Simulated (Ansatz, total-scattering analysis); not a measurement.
# Reading the total scattering of a disordered sample

The sample: aqueous LiCl (28 H2O, 4 Li+ and 4 Cl-; O 30.4, H 60.9, Li 4.3, Cl 4.3 atom %) at 330 K, fixed volume (mean pressure -1.1 GPa), ρ₀ = 0.0945 Å⁻³. The data come from ab initio molecular dynamics with Ansatz (LDA, plane waves, PAW default files, Langevin thermostat, no spin, fixed volume, H with the mass of D). The average runs over 0.92 ps of 92 atoms, so shells between rare elements are rough. Mean temperature 336 K, largest m.s.d. 0.55 Å², energy drift -7 meV an atom (last third less first, no steady trend), Langevin friction 10 ps⁻¹; the first quarter of the run is discarded. Start: last frame of a classical run of this cell at the same density and temperature. So short a stretch relaxes bonds and nearest shells but still remembers its start. It is a liquid that moves slowly on the time of the run as far as so short a run tells. LDA overbinds hydrogen bonds, so O–O contacts come out short and the liquid too structured.

The totals are in Faber–Ziman form. Below 4 Å⁻¹ the partials are summed on the cell's own reciprocal vectors (from 0.63 Å⁻¹) and folded with a Gaussian of σ = 0.14 Å⁻¹; above it they are transforms of g(r) out to 6.7 Å, tapered over the last 40 %. The fold lowers sharp peaks, and with so few vectors their positions are good to about 0.1 Å⁻¹. X-rays take neutral-atom form factors, neutrons coherent lengths (O 5.8037, H 6.6681, Li -1.93, Cl 9.5792 fm). Hydrogen is taken as deuterium. Absorption by Li is ignored. G(r) = 4πrρ₀[g(r) − 1] carries the resolution of a Lorch-windowed transform up to 20 Å⁻¹. The patterns are simulated, not measured. LDA overbinds hydrogen bonds, so O–O contacts come out short and the liquid too structured. The cell is small: beyond half the box only the part of each shell inside it is counted, and low-Q values rest on few vectors.

```
Q (Å⁻¹)  X-ray  neutron
    0.6  -1.06     0.10
    0.9  -0.98     0.17
    1.2  -0.52     0.60
    1.5   0.28     0.97
    1.8   0.86     1.52
    2.1   1.48     1.80
    2.4   1.62     1.59
    2.7   1.54     0.90
    3.0   1.16     0.74
    3.3   0.73     0.76
    3.6   0.49     0.77
    3.9   0.79     0.95
    4.2   1.13     0.94
    4.5   1.29     0.85
    4.8   1.15     0.78
    5.1   0.93     0.78
    5.4   0.79     0.82
    5.7   0.78     0.87
    6.0   0.92     0.95
    6.3   1.10     1.02
    6.6   1.13     1.06
    6.9   1.03     1.06
    7.2   0.94     1.05
    7.5   0.97     1.07
    7.8   1.04     1.11
    8.1   1.07     1.15
    8.4   1.06     1.17
    8.7   1.01     1.16
    9.0   0.95     1.12
    9.3   0.93     1.06
    9.6   0.96     1.00
    9.9   1.00     0.94
   10.2   1.04     0.89
   10.5   1.06     0.87
   10.8   1.04     0.85
   11.1   0.98     0.85
   11.4   0.95     0.87
   11.7   0.95     0.91
   12.0   0.98     0.96
```

G(r):

```
r (Å)  X-ray  neutron
  0.6  -0.36    -0.74
  0.7  -0.32    -0.97
  0.8  -0.24     0.02
  0.9  -0.17     2.18
  1.0  -0.21     3.27
  1.1  -0.38     1.89
  1.2  -0.67    -0.51
  1.3  -0.96    -1.58
  1.4  -1.21    -1.00
  1.5  -1.40    -0.09
  1.6  -1.48     0.21
  1.7  -1.41    -0.22
  1.8  -1.24    -0.96
  1.9  -1.15    -1.31
  2.0  -1.29    -1.05
  2.1  -1.58    -0.68
  2.2  -1.91    -0.60
  2.3  -2.09    -0.78
  2.4  -1.80    -1.04
  2.5  -1.08    -1.25
  2.6  -0.45    -1.30
  2.7  -0.30    -1.19
  2.8  -0.20    -0.93
  2.9   0.54    -0.47
  3.0   1.85     0.10
  3.1   2.76     0.56
  3.2   2.56     0.77
  3.3   1.64     0.82
  3.4   0.69     0.81
  3.5  -0.01     0.82
  3.6  -0.51     0.82
  3.7  -0.81     0.77
  3.8  -0.74     0.67
  3.9  -0.42     0.55
  4.0  -0.12     0.41
  4.1   0.07     0.25
  4.2   0.23     0.11
  4.3   0.33    -0.02
  4.4   0.27    -0.14
  4.5   0.14    -0.19
  4.6   0.15    -0.17
  4.7   0.33    -0.12
  4.8   0.53    -0.10
  4.9   0.59    -0.10
  5.0   0.52    -0.09
  5.1   0.41    -0.07
  5.2   0.32    -0.06
  5.3   0.20    -0.05
  5.4  -0.04    -0.06
  5.5  -0.31    -0.10
  5.6  -0.40    -0.14
  5.7  -0.30    -0.13
  5.8  -0.13    -0.07
  5.9   0.15     0.04
  6.0   0.60     0.19
```

Q: Assign the low-r maxima. Which coordination numbers can be read off, and what are they?

Each pair enters with the weight ci cj fi fj (2 − δij)/⟨f⟩², taking f = Z for X-rays at Q = 0: H–H 0.02 / 0.43; O–O 0.39 / 0.08; O–H 0.19 / 0.38; O–Cl 0.24 / 0.04; H–Cl 0.06 / 0.09; O–Li 0.04 / -0.01; Cl–Cl 0.04 / 0.00; H–Li 0.01 / -0.02 (X-ray / neutron).

| radiation | maximum (Å) | G (Å⁻²) | pairs that make it (share of the curvature of G, each pair at the same resolution) |
| --- | --- | --- | --- |
| X-ray | 1.89 | -1.15 | O–Li 99 % |
| X-ray | 3.13 | 2.82 | O–Cl 86 %, O–O 12 % |
| neutron | 0.99 | 3.33 | O–H 100 % |
| neutron | 1.59 | 0.23 | H–H 93 % |
| neutron | 2.17 | -0.59 | H–H 47 %, H–Cl 41 % |
| neutron | 3.57 | 0.83 | H–H 67 %, H–Cl 28 % |

The first neutron peak is mostly one pair, so its area estimates the neighbours: ∫ r [G + 4πρ₀r] dr from 0.54 to 1.26 Å is 1.24, and times c(H)/weight = 0.609/0.378 gives 2.0 H around each O; the count from the coordinates is 2.00.

From the coordinates:

```
pair  first peak (Å)  g there  first minimum (Å)  g there                  neighbours               kind
 O–H            0.99     28.7               1.26     0.04    2.0 H per O, 1.0 O per H   within molecules
 H–H            1.58      3.2               1.84     0.27                         1.0   within molecules
O–Li            1.90     10.7               2.56     0.00  0.5 Li per O, 3.8 O per Li  between molecules
H–Cl            2.16      3.3               2.94     0.27  0.4 Cl per H, 5.8 H per Cl  between molecules
H–Li            2.55      3.9               3.08     0.38  0.6 Li per H, 8.5 H per Li  between molecules
 O–O            2.65      2.3               3.76     0.85                         5.8  between molecules
O–Cl            3.13      3.4               3.76     0.53  0.9 Cl per O, 6.2 O per Cl  between molecules
```

Distances within molecules give the sharpest pair functions, and with hydrogen they rule the neutron S(Q) at high Q: O–H 0.99 Å and H–H 1.58 Å (first peaks only). Between molecules or ions, shells with a clear end include O–Li at 1.90 Å (0.5 Li per O, 3.8 O per Li). Li holds 3.8 O and 0.2 Cl in its first shell, 3.9 in all; contact pairs exchange slowly and may come from the start. On the last frame 93 % of the H on O, N or F point at an acceptor of another molecule or at an anion within hydrogen-bond range (2.35 Å to O, N, F; 2.85 Å to Cl, Br, I).

[Logs are printed without paths, hosts, clocks, repeated set-up lines and the standing remarks that a program may print on its own settings, such as how far it seeks lower states.]
